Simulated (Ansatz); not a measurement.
# La on W(110): change of the work function, part 4 of 4

Wanted: Δφ(θ) for La/W(110), starting from the hollow site.

Ansatz 0.2.0; plane-wave DFT, PBE, Ansatz PAW.

So far, work function, upper face (eV): step 2 (the clean slab) 4.84; step 3 (37 atoms, coverage 0.111 ML, cell 3x3) 2.75.

**4. The covered slab, k-mesh 6×6×1, coverage 0.25 ML (continued)**

Projected DOS per atom over height of the atomic layer and energy from the Fermi level. Layers: W4 W4 W4 W4 La from below.

Values in states/eV, 22 rows by 5 columns, each cell a mean:
```
1.13 0.85 0.87 0.96 4.67
1.04 0.55 0.57 0.65 1.96
0.93 0.42 0.46 0.80 2.27
0.78 0.46 0.50 0.77 1.76
1.08 0.40 0.45 0.82 1.24
1.18 0.50 0.54 1.10 1.15
1.77 0.92 0.94 1.65 1.11
1.43 1.07 1.10 1.71 0.87
1.25 1.09 1.11 1.34 0.35
1.43 1.46 1.44 1.41 0.29
0.88 1.67 1.61 0.90 0.14
0.49 0.53 0.52 0.50 0.07
0.69 0.77 0.77 0.71 0.10
0.99 1.29 1.28 0.98 0.14
0.57 0.96 0.92 0.56 0.09
0.41 0.85 0.84 0.39 0.06
0.38 0.82 0.80 0.38 0.06
0.23 0.35 0.33 0.21 0.04
0.08 0.14 0.14 0.08 0.02
0.11 0.17 0.17 0.11 0.02
0.08 0.16 0.15 0.08 0.02
0.03 0.09 0.09 0.02 0.00
```
Columns: height of the atomic layer (Å) from 9 to 18.2; rows upwards: energy from the Fermi level (eV) from -7.96 to 1.15.

Valence density in the ca plane at fractional y = 0.499, with atoms of W and La within 0.2 Å of it. It is the smooth field of the valence electrons, not physical close to the nuclei.

Ten even steps from '0' (0.0 e/Å³) to '9' (5.0 e/Å³), each cell a mean:
```
99510000001599720000000000000000000000000000
65200000000256310000000000000000000000000000
11000000000011100000000000000000000000000000
00000000000000000000000000000000000000000000
11000000000011100000000001110000000000000000
65200000000256310000000122321000000000000000
99510000001599820000000123232000000000000000
89610000001699830000000132232000000000000000
98410000001389510000000123331000000000000000
32100000000123100000000012210000000000000000
10000000000000000000000000000000000000000000
10000000000001000000000000000000000000000000
33100000000133200000000000000000000000000000
98410000001489610000000000000000000000000000
89610000001698830000000000000000000000000000
```
Columns run along c (16.0 Å, from fractional 0.32 to 0.89 of the cell), rows up along a (5.5 Å). Atoms in or near the plane, at fractional coordinates: W at (0.32, 0.00), W at (0.48, 0.00), W at (0.32, 0.50), W at (0.48, 0.50), La at (0.65, 0.50).

Electrostatic potential energy in the ca plane at fractional y = 0.499, with atoms of W and La within 0.2 Å of it. With pseudopotentials it is smooth inside the atoms' cores, unlike the true potential.

Ten even steps from '0' (-58 eV) to '9' (9 eV), each cell a mean:
```
00279999997200158999999999999999999999999999
23589999998532479999999999999999999999999999
77899988999877899998999999999999999999999999
88999988999988999998999998889999999999999999
77899988999877789999999876678999999999999999
22589999998532479999999742247899999999999999
00279999997200158999998624425899999999999999
00269999997200048999998525624899999999999999
01479999998410268999999632226899999999999999
55789989998755689999999864457899999999999999
88999988999988899998999987788999999999999999
88899988999988899998999999999999999999999999
45789989998754689999999999999999999999999999
01379999997410268999999999999999999999999999
00269999997200058999999999999999999999999999
```
Columns run along c (16.0 Å, from fractional 0.32 to 0.89 of the cell; values clipped at the 3rd and 97th percentile), rows up along a (5.5 Å). Atoms in or near the plane, at fractional coordinates: W at (0.32, 0.00), W at (0.48, 0.00), W at (0.32, 0.50), W at (0.48, 0.50), La at (0.65, 0.50).

ELF in the ca plane at fractional y = 0.499, with atoms of W and La within 0.2 Å of it. It is the smooth field of the valence electrons, not physical close to the nuclei.

Values, 8 rows by 16 columns, each cell a mean:
```
0.56 0.37 0.36 0.35 0.54 0.43 0.40 0.38 0.43 0.19 0.10 0.09 0.04 0.01 0.00 0.00
0.35 0.41 0.36 0.43 0.35 0.36 0.40 0.44 0.41 0.13 0.10 0.12 0.08 0.02 0.00 0.00
0.41 0.38 0.35 0.40 0.39 0.34 0.39 0.44 0.42 0.72 0.47 0.15 0.12 0.04 0.01 0.00
0.48 0.39 0.37 0.36 0.49 0.47 0.39 0.39 0.50 0.37 0.68 0.18 0.14 0.05 0.01 0.00
0.56 0.37 0.36 0.35 0.54 0.44 0.39 0.40 0.50 0.55 0.66 0.17 0.13 0.05 0.01 0.00
0.35 0.41 0.36 0.43 0.35 0.36 0.40 0.46 0.38 0.56 0.35 0.14 0.11 0.03 0.01 0.00
0.41 0.39 0.35 0.40 0.39 0.34 0.39 0.41 0.43 0.10 0.08 0.11 0.07 0.02 0.00 0.00
0.48 0.39 0.38 0.36 0.49 0.47 0.41 0.38 0.41 0.23 0.12 0.08 0.04 0.01 0.00 0.00
```
Columns run along c (16.0 Å, from fractional 0.32 to 0.89 of the cell), rows up along a (5.5 Å). Atoms in or near the plane, at fractional coordinates: W at (0.32, 0.00), W at (0.48, 0.00), W at (0.32, 0.50), W at (0.48, 0.50), La at (0.65, 0.50).

The relaxation took 10 steps and lowered the energy by 2.0 eV; the largest force on the free atoms ends at 0.0067 eV/Å.

By hand: a sheet of dipoles makes a step −p/(ε₀A) in the electron's potential. With e/ε₀ = 180.95 V·Å, p = 0.3981 e·Å and A = 28.24 Å², that is −180.95 × (0.3981) / 28.24 = -2.551 eV, and the two vacuum levels of the run differ by -2.551 eV.

The covered face has 2.33 eV, -2.51 eV against the clean one; the bare back face has moved by -0.01 eV, a measure of how thin the slab is.

**5. Work function against coverage**

This step: plane-wave DFT, PBE, Ansatz PAW; work function against coverage (Ansatz 0.2.0).

The runs are now put side by side.

Numbers from this step:

* work function of the clean face: 4.845 eV
* largest change of the work function: -2.510 eV

The work function of the covered face by coverage:

```
coverage (adsorbates/nm²)  work function of the covered face (eV)
                     0.00                                    4.84
                     1.57                                    2.75
                     3.54                                    2.33
```

The dipole per adsorbate comes from the change of the cell's dipole. Coverage, by row:

```
coverage (1/nm²)  coverage (ML)  work function (eV)  change (eV)  dipole per adsorbate, positive end outwards (debye)  mean height of the added atoms over the highest substrate atom (Å)
           1.573         0.1111               2.754       -2.091                                                3.498                                                               2.433
           3.541           0.25               2.334        -2.51                                                1.871                                                               2.428
```

**6. Outcome**

```yaml
work_function_of_the_clean_face: 4.84 eV
work_function_at_0p11_ml: 2.75 eV
work_function_at_0p25_ml: 2.33 eV
dipole_per_adsorbate_at_0p11_ml_positive_end_outwards: 3.50 D
```

What this shows: La lowers the work function of W(110) at the lowest coverage, by 2.09 eV: the adsorbate layer has its positive end outwards. The slab has 4 layers, at the tabulated experimental lattice constant, one starting site was run, and quantum-size effects of a slab this thin can reach one or two tenths of an eV. The main runs have no spin polarisation; a magnetic state could lie lower and would change these results.

[Long decimals in the printed logs are rounded to 6 places.]

[Logs are printed without paths, hosts, clocks, repeated set-up lines and the standing remarks that a program may print on its own settings, such as how far it seeks lower states.]

[Hosts, paths, dates, database ids (printed as entryN), source tags and the programs' standing remarks are cut or masked in the printed files.]

[Maps of the electrostatic potential energy from Ansatz leave out the sawtooth potential of an applied field or a dipole correction, so their vacuum need not be flat; planar profiles and work functions include it.]
